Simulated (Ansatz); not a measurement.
**Y2MnNi2, from a guessed structure to a relaxed one**

This structure for Y2MnNi2 is made up. Its elements were placed in a known structure type with a cell scaled to their sizes. What cell does the guess relax to, and how far off was it?

Method: DFT, PBEsol, plane-wave PAW, files of the set soft_1, scalar-relativistic, ferromagnetic start, cell and ions relaxed at zero pressure; PAW set soft_1, in the first sound run; inputs show where later runs differ, in Ansatz 0.2.0.

### Step 1. Set-up

Symmetry: Cmmm, No. 65, orthorhombic system. The conventional cell has a = 3.679 Å, b = 13.465 Å, c = 3.554 Å, α = 90.00°, β = 90.00°, γ = 90.00°. Nearest to Y lie 6 Ni at 2.71 to 2.84 Å. Ni has 2 Ni at 2.26 Å and 1 Mn at 2.71 Å and 6 Y at 2.71 to 2.84 Å nearest. Nearest to Mn lie 2 Ni at 2.71 Å. Farther neighbours are not listed.

### Step 2. Relaxation of the guess

The guessed cell has no reason to be at equilibrium. It is relaxed with the atoms, within the space group of the guess.

The input, input.yaml:

```yaml
crystal:
  lattice:
    - [1.8395, -6.7325, 0.0]
    - [1.8395, 6.7325, 0.0]
    - [0.0, 0.0, 3.554]
  atoms:
    - { symbol: "Y", position: [0.6343, 0.3657, 0.5] }
    - { symbol: "Y", position: [0.3657, 0.6343, 0.5] }
    - { symbol: Ni, position: [0.2013, 0.7987, 0.0], spin: 1.0 }
    - { symbol: Ni, position: [0.7987, 0.2013, 0.0], spin: 1.0 }
    - { symbol: Mn, position: [0.0, 0.0, 0.0], spin: 4.0 }
magnetization:
  spin_polarized: true
kpoints:
  mp_grid: { grid: [8, 8, 8] }
scf:
  occupations: { method: fermi_dirac, width: 0.05 }
hamiltonian:
  xc: pbesol
  pseudopotentials: { kind: paw, azcp: { folder: soft_1 }, xc_functional: pbe }
relax:
  f_tol: 0.015
  max_steps: 70
  cell: {}
output:
  forces: true
  stress: true
```

Command:

```sh
$ ansatz run input.yaml --threads 4 --pin off --max-ram 8192MiB --backend cpu --events-out ev --progress --plain --runs-dir out
```

Numbers of over 12 decimals in the logs are rounded to 6 here.

What it wrote:

```text
Engine: ansatz 0.2.0, aarch64-unknown-linux-gnu
Pseudopotentials: kind: paw
Pseudopotential: Y, paw, valence charge 11, recommended cutoff 420 eV (normal), soft_1/Y.paw.azcp
Pseudopotential: Ni, paw, valence charge 18, recommended cutoff 420 eV (normal), soft_1/Ni.paw.azcp
Pseudopotential: Mn, paw, valence charge 15, recommended cutoff 420 eV (normal), soft_1/Mn.paw.azcp
Functional definition: PBEsol
  exchange = pbesol_x
  correlation = pbesol_c
Crystal: 5 atoms, lattice volume = 88.029 Å³
Basis set: ecut = 420 eV, 1711 PW (Γ), exchange–correlation on 96×96×48 points (8 copies of the dense FFT grid, shifted against one another)
Bands: 48, of which v1, the nominal top of the filled ones, is band 37 counted from 1 (36 counted from 0)
Symmetry: 8 space group operations
Space group: Cmmm (ITA 65), of the structure as read, at distance tolerance 4.4e-5 Å
Magnetic group: BNS 65.481 (UNI 579), of the structure as read, at distance tolerance 4.4e-5 Å
k-points: 105 of 512
Non-local potential: Y, projectors of the file, l = 0: 3, l = 1: 2, l = 2: 2, l = 3: 1
Non-local potential: Ni, projectors of the file, l = 0: 3, l = 1: 2, l = 2: 3, l = 3: 1
Non-local potential: Mn, projectors of the file, l = 0: 3, l = 1: 2, l = 2: 3, l = 3: 1
PAW form: soft (Blöchl's): semilocal exchange-correlation on the pseudo side does not see the compensation charge
PAW frozen core: Y, regenerated for the run's functional, and the local potential with it (the file was generated under x = pbe(κ = 0.804, μ = 0.219515), c = pbe(β = 0.066725))
PAW frozen core: Ni, regenerated for the run's functional, and the local potential with it (the file was generated under x = pbe(κ = 0.804, μ = 0.219515), c = pbe(β = 0.066725))
PAW frozen core: Mn, regenerated for the run's functional, and the local potential with it (the file was generated under x = pbe(κ = 0.804, μ = 0.219515), c = pbe(β = 0.066725))
PAW one-centre angular grid: Y, 590 points (default); XC on 64 Gauss nodes
PAW one-centre angular grid: Ni, 590 points (default); XC on 64 Gauss nodes
PAW one-centre angular grid: Mn, 590 points (default); XC on 64 Gauss nodes
Initial density: superposition of atomic densities (chi_scale 0.1, normalization cell)
Starting moments: Σ|m| = 6 μB on 3 of 5 sites
Initial wavefunctions: pseudopotential atomic-orbital guess
Functional: x = pbesol(κ = 0.804, μ = 0.123457), c = pbesol(β = 0.046)
SCF iter   1: F=—  HF=-23066.833134 eV  |F-HF|=—  |Δ(HF+E_count)|=         —  Δρ=3.17e-2 (↑3.17e-2 ↓2.45e-2)  dr2=4.51e0  dr2_m=2.94e-1  M=5.132 μB ∫|m|=5.572 μB  β_m=0.30  ethr=3.10e-3  ⟨swp⟩=6.0  Hψ=35037  notcnv=0  defer=9
Mixer restart at iter 1: flushing history
preconditioner: auto → Kerker (q_TF=auto, 2.644 Å⁻¹)  [metal: Δε(μ)=0.007 eV  Ē_g=10.264 eV  σ=0.050 eV  W_gap=0.03  n_scr=30 (ndim 8)  ℏωp=26.5 eV  f_vac=0.000  D(μ)=5.21/eV (n_scr^D=44)]
spin=Collinear: Kerker preconditioning applied to the charge; magnetization (m = ρ↑ − ρ↓) channel mixes plain (no charge-response kernel on spin).
SCF iter   2: F=—  HF=-23067.068300 eV  |F-HF|=—  |Δ(HF+E_count)|=   2.35e-1  Δρ=3.55e-2 (↑1.58e-2 ↓3.55e-2)  dr2=4.21e0  dr2_m=3.86e-1  M=4.872 μB ∫|m|=5.374 μB  β_m=0.63  ethr=3.10e-3  ⟨swp⟩=2.0  Hψ=13367  notcnv=0  defer=347
SCF iter   3: F=—  HF=-23068.786672 eV  |F-HF|=—  |Δ(HF+E_count)|=    1.72e0  Δρ=3.17e-2 (↑1.71e-2 ↓3.17e-2)  dr2=2.25e0  dr2_m=3.71e-1  M=4.431 μB ∫|m|=5.076 μB  β_m=0.35  ethr=3.10e-3  ⟨swp⟩=2.5  Hψ=14668  notcnv=0  defer=518
SCF iter   4: F=—  HF=-23069.369309 eV  |F-HF|=—  |Δ(HF+E_count)|=   5.83e-1  Δρ=2.45e-2 (↑1.15e-2 ↓2.45e-2)  dr2=1.28e0  dr2_m=1.84e-1  M=4.103 μB ∫|m|=4.782 μB  β_m=0.44  ethr=3.08e-3  ⟨swp⟩=2.3  Hψ=14749  notcnv=0  defer=509
SCF iter   5: F=—  HF=-23069.253079 eV  |F-HF|=—  |Δ(HF+E_count)|=   1.16e-1  Δρ=1.75e-2 (↑1.75e-2 ↓1.16e-2)  dr2=3.83e-1  dr2_m=1.47e-2  M=3.721 μB ∫|m|=4.449 μB  β_m=0.54  ethr=1.75e-3  ⟨swp⟩=3.0  Hψ=16925  notcnv=0  defer=509
SCF iter   6: F=—  HF=-23069.389629 eV  |F-HF|=—  |Δ(HF+E_count)|=   1.37e-1  Δρ=1.40e-2 (↑1.40e-2 ↓1.17e-2)  dr2=4.02e-1  dr2_m=4.44e-3  M=3.690 μB ∫|m|=4.396 μB  β_m=0.77  ethr=5.25e-4  ⟨swp⟩=2.2  Hψ=13496  notcnv=0  defer=490
SCF iter   7: F=—  HF=-23069.472322 eV  |F-HF|=—  |Δ(HF+E_count)|=         —  Δρ=3.39e-3 (↑2.86e-3 ↓3.39e-3)  dr2=3.49e-2  dr2_m=1.01e-3  M=3.700 μB ∫|m|=4.369 μB  β_m=0.77  ethr=5.25e-4  ⟨swp⟩=2.1  Hψ=15020  notcnv=0  defer=490
Mixer restart at iter 7: flushing history
SCF iter   8: F=—  HF=-23069.485157 eV  |F-HF|=—  |Δ(HF+E_count)|=   1.28e-2  Δρ=7.43e-3 (↑6.68e-3 ↓7.43e-3)  dr2=9.65e-2  dr2_m=2.14e-4  M=3.718 μB ∫|m|=4.367 μB  β_m=0.77  ethr=4.78e-5  ⟨swp⟩=2.1  Hψ=21375  notcnv=0  defer=494
SCF iter   9: F=—  HF=-23069.470262 eV  |F-HF|=—  |Δ(HF+E_count)|=   1.49e-2  Δρ=8.53e-4 (↑5.51e-4 ↓8.53e-4)  dr2=8.08e-4  dr2_m=4.04e-5  M=3.714 μB ∫|m|=4.367 μB  β_m=0.89  ethr=4.78e-5  ⟨swp⟩=2.0  Hψ=19157  notcnv=0  defer=488
SCF iter  10: F=—  HF=-23069.470536 eV  |F-HF|=—  |Δ(HF+E_count)|=   2.74e-4  Δρ=1.03e-3 (↑7.23e-4 ↓1.03e-3)  dr2=2.01e-3  dr2_m=2.09e-5  M=3.720 μB ∫|m|=4.366 μB  β_m=0.89  ethr=1.11e-6  ⟨swp⟩=2.2  Hψ=13523  notcnv=0  defer=488
SCF iter  11: F=—  HF=-23069.470531 eV  |F-HF|=—  |Δ(HF+E_count)|=   4.89e-6  Δρ=5.43e-4 (↑5.43e-4 ↓3.98e-4)  dr2=4.13e-4  dr2_m=4.35e-5  M=3.722 μB ∫|m|=4.367 μB  β_m=0.71  ethr=1.11e-6  ⟨swp⟩=2.0  Hψ=18233  notcnv=0  defer=489
SCF iter  12: F=—  HF=-23069.470432 eV  |F-HF|=—  |Δ(HF+E_count)|=   9.90e-5  Δρ=8.08e-5 (↑8.08e-5 ↓4.14e-5)  dr2=1.06e-5  dr2_m=5.41e-7  M=3.720 μB ∫|m|=4.366 μB  β_m=0.85  ethr=5.66e-7  ⟨swp⟩=2.0  Hψ=15867  notcnv=0  defer=488
SCF iter  13: F=—  HF=-23069.470432 eV  |F-HF|=—  |Δ(HF+E_count)|=   1.79e-7  Δρ=3.39e-5 (↑3.39e-5 ↓2.64e-5)  dr2=3.35e-6  dr2_m=5.41e-8  M=3.720 μB ∫|m|=4.365 μB  β_m=0.93  ethr=1.45e-8  ⟨swp⟩=2.0  Hψ=13038  notcnv=0  defer=488
SCF iter  14: F=—  HF=-23069.470432 eV  |F-HF|=—  |Δ(HF+E_count)|=   1.42e-8  Δρ=7.55e-6 (↑1.85e-6 ↓7.55e-6)  dr2=7.10e-8  dr2_m=1.08e-8  M=3.720 μB ∫|m|=4.365 μB  β_m=0.96  ethr=4.59e-9  ⟨swp⟩=2.1  Hψ=13143  notcnv=0  defer=488
SCF iter  15: F=—  HF=-23069.470432 eV  |F-HF|=—  |Δ(HF+E_count)|=   1.11e-8  Δρ=3.92e-6 (↑3.92e-6 ↓2.96e-6)  dr2=2.73e-8  dr2_m=4.68e-10  M=3.720 μB ∫|m|=4.365 μB  β_m=0.98  ethr=9.73e-11  ⟨swp⟩=2.0  Hψ=17016  notcnv=0  defer=488
SCF iter  16: F=-23069.470432 eV  HF=-23069.470432 eV  |F-HF|=4.52e-8  |Δ(HF+E_count)|=   7.57e-9  Δρ=4.12e-6 (↑2.16e-6 ↓4.12e-6)  dr2=4.98e-8  dr2_m=8.89e-10  M=3.721 μB ∫|m|=4.365 μB  ethr=3.74e-11  ⟨swp⟩=2.0  Hψ=29732  notcnv=0
SCF 1 converged in 16 iterations: F = -23069.470432 eV  dr2 = 4.98e-8
[...]
relax step   5: F+E_penalty+E_count = -23069.71832979 eV  Δ(F+E_penalty+E_count) = -3.419e-3 eV  max|allowed force component| = 1.010e-2 eV/Å  Δτ_max = 0.0104 Å  P = +0.007 GPa  Ω = 91.703 Å³  energy of the carried Pulay correction = -1.089e-3 eV  (10 SCF iters, dr2 threshold 5.00e-7 eV, accepted)
[...]
relax step   6: F+E_penalty+E_count = -23069.71865980 eV  Δ(F+E_penalty+E_count) = -3.300e-4 eV  max|allowed force component| = 3.332e-3 eV/Å  Δτ_max = 0.0021 Å  P = -0.003 GPa  Ω = 91.710 Å³  energy of the carried Pulay correction = -1.092e-3 eV  (10 SCF iters, dr2 threshold 7.03e-8 eV, accepted)
Basis set: ecut = 420 eV, 1783 PW (Γ), exchange–correlation on 96×96×50 points (8 copies of the dense FFT grid, shifted against one another)
Initial wavefunctions: pseudopotential atomic-orbital guess (no wavefunctions were taken with the density)
iter 1 solved again at ethr=1.35e-7 eV; its pass at ethr=3.10e-3 eV (dr2=9.84e-5 eV) is discarded
SCF iter   1: F=—  HF=-23069.719660 eV  |F-HF|=—  |Δ(HF+E_count)|=         —  Δρ=3.59e-4 (↑3.59e-4 ↓3.47e-4)  dr2=1.57e-5  dr2_m=1.92e-7  M=3.562 μB ∫|m|=4.357 μB  β_m=0.65  ethr=1.35e-7  ⟨swp⟩=3.0  Hψ=62618  notcnv=0
preconditioner: auto → Kerker (q_TF=auto, 2.159 Å⁻¹)  [metal: Δε(μ)=0.002 eV  Ē_g=10.071 eV  σ=0.050 eV  W_gap=0.01  n_scr=14 (ndim 8)  ℏωp=26.0 eV  f_vac=0.000  D(μ)=4.29/eV (n_scr^D=44)]
spin=Collinear: Kerker preconditioning applied to the charge; magnetization (m = ρ↑ − ρ↓) channel mixes plain (no charge-response kernel on spin).
SCF iter   2: F=—  HF=-23069.719864 eV  |F-HF|=—  |Δ(HF+E_count)|=   2.05e-4  Δρ=1.28e-4 (↑1.28e-4 ↓1.24e-4)  dr2=1.75e-6  dr2_m=2.63e-8  M=3.562 μB ∫|m|=4.357 μB  β_m=0.55  ethr=2.15e-8  ⟨swp⟩=2.0  Hψ=12537  notcnv=0
SCF iter   3: F=—  HF=-23069.719888 eV  |F-HF|=—  |Δ(HF+E_count)|=   2.36e-5  Δρ=6.21e-5 (↑6.21e-5 ↓6.00e-5)  dr2=1.17e-6  dr2_m=7.43e-9  M=3.562 μB ∫|m|=4.357 μB  β_m=0.52  ethr=2.40e-9  ⟨swp⟩=2.0  Hψ=17779  notcnv=0
SCF iter   4: F=—  HF=-23069.719894 eV  |F-HF|=—  |Δ(HF+E_count)|=   5.55e-6  Δρ=1.04e-5 (↑9.01e-6 ↓1.04e-5)  dr2=2.08e-7  dr2_m=5.84e-9  M=3.562 μB ∫|m|=4.357 μB  β_m=0.76  ethr=1.60e-9  ⟨swp⟩=2.0  Hψ=13221  notcnv=0
SCF iter   5: F=—  HF=-23069.719894 eV  |F-HF|=—  |Δ(HF+E_count)|=   4.03e-7  Δρ=1.04e-5 (↑8.51e-6 ↓1.04e-5)  dr2=2.89e-7  dr2_m=2.15e-9  M=3.562 μB ∫|m|=4.357 μB  β_m=0.88  ethr=2.86e-10  ⟨swp⟩=2.0  Hψ=12468  notcnv=0
SCF iter   6: F=—  HF=-23069.719894 eV  |F-HF|=—  |Δ(HF+E_count)|=   1.70e-7  Δρ=6.00e-6 (↑6.00e-6 ↓5.84e-6)  dr2=9.32e-8  dr2_m=6.03e-9  M=3.562 μB ∫|m|=4.357 μB  β_m=0.71  ethr=2.86e-10  ⟨swp⟩=2.0  Hψ=13564  notcnv=0
SCF iter   7: F=—  HF=-23069.719894 eV  |F-HF|=—  |Δ(HF+E_count)|=   1.22e-8  Δρ=2.88e-6 (↑2.04e-6 ↓2.88e-6)  dr2=2.32e-8  dr2_m=2.64e-10  M=3.562 μB ∫|m|=4.357 μB  β_m=0.68  ethr=1.28e-10  ⟨swp⟩=2.0  Hψ=13144  notcnv=0
SCF iter   8: F=—  HF=-23069.719894 eV  |F-HF|=—  |Δ(HF+E_count)|=   3.02e-8  Δρ=4.27e-7 (↑3.41e-7 ↓4.27e-7)  dr2=1.46e-10  dr2_m=7.07e-11  M=3.562 μB ∫|m|=4.357 μB  β_m=0.84  ethr=3.18e-11  ⟨swp⟩=2.0  Hψ=14111  notcnv=0
SCF iter   9: F=—  HF=-23069.719942 eV  |F-HF|=—  |Δ(HF+E_count)|=   4.82e-5  Δρ=4.15e-7 (↑2.65e-7 ↓4.15e-7)  dr2=2.99e-10  dr2_m=2.28e-11  M=3.562 μB ∫|m|=4.357 μB  β_m=0.84  ethr=1.00e-12  ⟨swp⟩=2.0  Hψ=16745  notcnv=0
SCF iter  10: F=—  HF=-23069.719942 eV  |F-HF|=—  |Δ(HF+E_count)|=  1.86e-10  Δρ=3.51e-7 (↑2.38e-7 ↓3.51e-7)  dr2=2.65e-10  dr2_m=1.05e-11  M=3.562 μB ∫|m|=4.357 μB  β_m=0.92  ethr=1.00e-12  ⟨swp⟩=1.5  Hψ=11063  notcnv=0
SCF iter  11: F=—  HF=-23069.719942 eV  |F-HF|=—  |Δ(HF+E_count)|=  2.87e-10  Δρ=6.89e-8 (↑6.89e-8 ↓4.83e-8)  dr2=7.53e-12  dr2_m=1.05e-12  M=3.562 μB ∫|m|=4.357 μB  β_m=0.96  ethr=1.00e-12  ⟨swp⟩=2.0  Hψ=13609  notcnv=0
SCF iter  12: F=-23069.719942 eV  HF=-23069.719942 eV  |F-HF|=4.00e-11  |Δ(HF+E_count)|=  2.91e-11  Δρ=1.31e-7 (↑8.87e-8 ↓1.31e-7)  dr2=4.84e-11  dr2_m=5.80e-13  M=3.562 μB ∫|m|=4.357 μB  ethr=1.00e-12  ⟨swp⟩=3.0  Hψ=29918  notcnv=0
SCF 7 converged in 12 iterations: F = -23069.719942 eV  dr2 = 4.84e-11
relax step   7: F+E_penalty+E_count = -23069.71994247 eV  Δ(F+E_penalty+E_count) = -1.283e-3 eV  max|allowed force component| = 3.174e-3 eV/Å  Δτ_max = 0.0000 Å  P = +0.014 GPa  Ω = 91.710 Å³  stress off target by 3.68e-2 GPa  SCF on the basis re-selected at this cell (its energy is not comparable with the rows above)  (12 SCF iters)
basis re-selected at this cell: Δ(F+E_penalty+E_count) = -1.283e-3 eV, ΔP = +0.017 GPa vs the last step (what re-selecting the basis moved, of the pressure what is left beyond the Pulay correction that the steps carried, after the strain that the cell walked since its last selection, with what the two solves' SCF thresholds leave and, on support functions, any second-order correction that the steps lacked; it is no measure of the basis error at this ecutwfc). The dense FFT grid was sized anew with the basis: this SCF ran on 48×48×25 points, the steps before it on 48×48×24, so part of this shift can come from that change (see relax.cell in the input reference). [rest of the remark cut]
SCF converged after 12 iterations
Magnetization: 3.5619 μB (38.2810 up, 34.7190 down)
Absolute magnetization: 4.3622 μB (∫|ρ↑−ρ↓|, with the PAW one-centre terms)
Spin contamination: 0.4672 ħ² per cell (⟨S²⟩ above its minimum at these occupations)
Per-site moments (μB) at R_I (Å): [(-0.066283, 1.147734), (-0.066283, 1.147734), (0.119990, 0.980029), (0.119990, 0.980029), (3.447939, 1.058666)]
Free energy (F): -23069.719942 eV
Harris-Foulkes:  -23069.719942 eV  (|F-HF|=4.00e-11)
Internal energy: -23069.685246 eV  (E = F + TS)
E sigma→0 (E₀):  -23069.702594 eV
Entropy (-TS):   -0.034697 eV (-6.939 meV/atom)
Fermi energy:    13.316837 eV
--- Per-component energies (eV) ---
  E_band       = -1147.955754
  E_kinetic    = 1635.409347
  E_local      = -11544.247477  (includes V_loc(G=0)·N_el)
  E_nonlocal   = 292.098343
  E_hartree    = 5472.304843
  E_xc         = -687.278443
  E_vxc        = -839.830507  (∫ρ·V_xc dr)
  E_paw        = -10077.078923  (= ΣΔE_a)
  E_vpaw       = -1635.997632  (= ΣTr[D̂ρ^β])
  E_aug_tail   = 0.001891  (compensation charges beyond the density's cutoff)
  E_ewald      = -8161.756603
  E_core_change = 0.861776  (= ΣΔE_core)
  E_smearing   = -0.034697  (= −TS)
  E_closure    = 0.000000  (closes the sum)
  Σ components = -23069.719942   (vs F -23069.719942, Δ=0.00e0)
--- Forces (eV/Å), atoms counted from 1 ---
  atom   1  Y      0.00000000    -0.00317411    -0.00000000
  atom   2  Y     -0.00000000     0.00317411     0.00000000
  atom   3  Ni     0.00000000     0.00123007    -0.00000000
  atom   4  Ni    -0.00000000    -0.00123007     0.00000000
  atom   5  Mn     0.00000000     0.00000000     0.00000000
  max |Σ_I F_I| component: 6.94e-18 eV/Å
--- Stress (GPa, compression-positive) ---
        0.036776       0.000000      -0.000000
        0.000000      -0.008993      -0.000000
       -0.000000      -0.000000       0.013416
  P = ⅓ Tr σ = 0.0137 GPa (0.137 kbar)
--- Relaxed structure (6 steps of the walk, 6 accepted, 1 SCFs on fresh bases) ---
  F+E_penalty+E_count = -23069.71994247 eV   max|allowed force component| = 3.174e-3 eV/Å   (the final SCF, on the basis selected at the relaxed cell)
  cell:  # Å, volume = 91.7102 Å³
    - [1.894892, -6.566084, -6.8531522318575316e-18]
    - [1.894892, 6.566084, -6.85315223185753e-18]
    - [-1.3240610509389325e-17, 0, 3.685503]
  atoms:
    - { symbol: Y, position: [0.629253, 0.370747, 0.500000] }
    - { symbol: Y, position: [0.370747, 0.629253, 0.500000] }
    - { symbol: Ni, position: [0.195433, 0.804567, 0.0] }
    - { symbol: Ni, position: [0.804567, 0.195433, 0.0] }
    - { symbol: Mn, position: [0, 0, 0] }
```

Elapsed: 2.4 min, on 4 threads of Arm Neoverse V1, shared host; peak memory 0.92 GiB; 9.3 min of CPU time.

Relaxation path:

| step | energy less that of the first step (eV) | largest force component (eV/Å) | pressure (GPa) | volume (Å³) |
| --- | --- | --- | --- | --- |
| 1 | 0.0000 | 0.9489 | 6.52 | 88.03 |
| 2 | -0.1025 | 1.0195 | -0.93 | 91.71 |
| 3 | -0.2235 | 0.3636 | -0.56 | 92.59 |
| 4 | -0.2445 | 0.1001 | -0.18 | 91.95 |
| 5 | -0.2479 | 0.0101 | 0.01 | 91.70 |
| 6 | -0.2482 | 0.0033 | 0.00 | 91.71 |
| 7* | -0.2495 | 0.0032 | 0.01 | 91.71 |

Relaxation steps marked * repeat the geometry before them on a plane-wave basis chosen anew for their cell, so energy and pressure can jump there.

Forces are held to the 8 operations that the run works with; a distortion that breaks them can't arise in this run.

| conventional cell, symmetrised | before | after | change |
| --- | --- | --- | --- |
| a (Å) | 3.679 | 3.790 | +3.0 % |
| b (Å) | 13.465 | 13.132 | -2.5 % |
| c (Å) | 3.554 | 3.686 | +3.7 % |
| volume (Å³/atom) | 17.61 | 18.34 | +4.2 % |

The atoms that moved most (Å, as changes of fractional coordinates times the final cell):

| atom | dx | dy | dz | length |
| --- | --- | --- | --- | --- |
| Ni3 | 0.000 | 0.077 | 0.000 | 0.077 |
| Ni4 | 0.000 | -0.077 | 0.000 | 0.077 |
| Y2 | 0.000 | -0.066 | 0.000 | 0.066 |
| Y1 | 0.000 | 0.066 | 0.000 | 0.066 |

Final coordinates:

```xyz
5
Lattice="1.8949 -6.5661 0.0000 1.8949 6.5661 0.0000 0.0000 0.0000 3.6855" Properties=species:S:1:pos:R:3 pbc="T T T"
Y     1.8949   -1.6974    1.8428
Y     1.8949    1.6974    1.8428
Ni    1.8949    3.9996    0.0000
Ni    1.8949   -3.9996    0.0000
Mn    0.0000    0.0000    0.0000
```

Numbers from this step:

| Quantity | Value |
| --- | --- |
| free energy | -23069.7199 eV |
| energy at zero smearing | -23069.7026 eV |
| smearing term TS | 0.03470 eV |
| Fermi energy | 13.32 eV |
| magnetization | 3.562 μB |
| absolute magnetization | 4.362 μB |
| site moments | -0.06628, -0.06628, 0.1200, 0.1200, 3.448 μB |
| electrons | 73 |
| symmetry operations | 8 |
| pressure | 0.01373 GPa |

Site moment by atom:

| atom | site moment (μB) |
| --- | --- |
| Y1 | -0.07 |
| Y2 | -0.07 |
| Ni3 | 0.12 |
| Ni4 | 0.12 |
| Mn5 | 3.45 |

Shortest distances by pair of elements, guess and relaxed (not always the same contact):

| pair | guess (Å) | relaxed (Å) |
| --- | --- | --- |
| Ni–Ni | 2.259 | 2.376 |
| Mn–Ni | 2.711 | 2.566 |
| Ni–Y | 2.712 | 2.782 |
| Mn–Y | 3.132 | 3.141 |
| Y–Y | 3.554 | 3.395 |

The relaxation ends with a largest force component of 0.0032 eV/Å and a pressure of 0.01 GPa.

(Part 1 of 2 ends here.)

[Logs are printed without paths, hosts, clocks, repeated set-up lines and the standing remarks that a program may print on its own settings, such as how far it seeks lower states.]

[Hosts, paths, dates, database ids (printed as entryN), source tags and the programs' standing remarks are cut or masked in the printed files.]
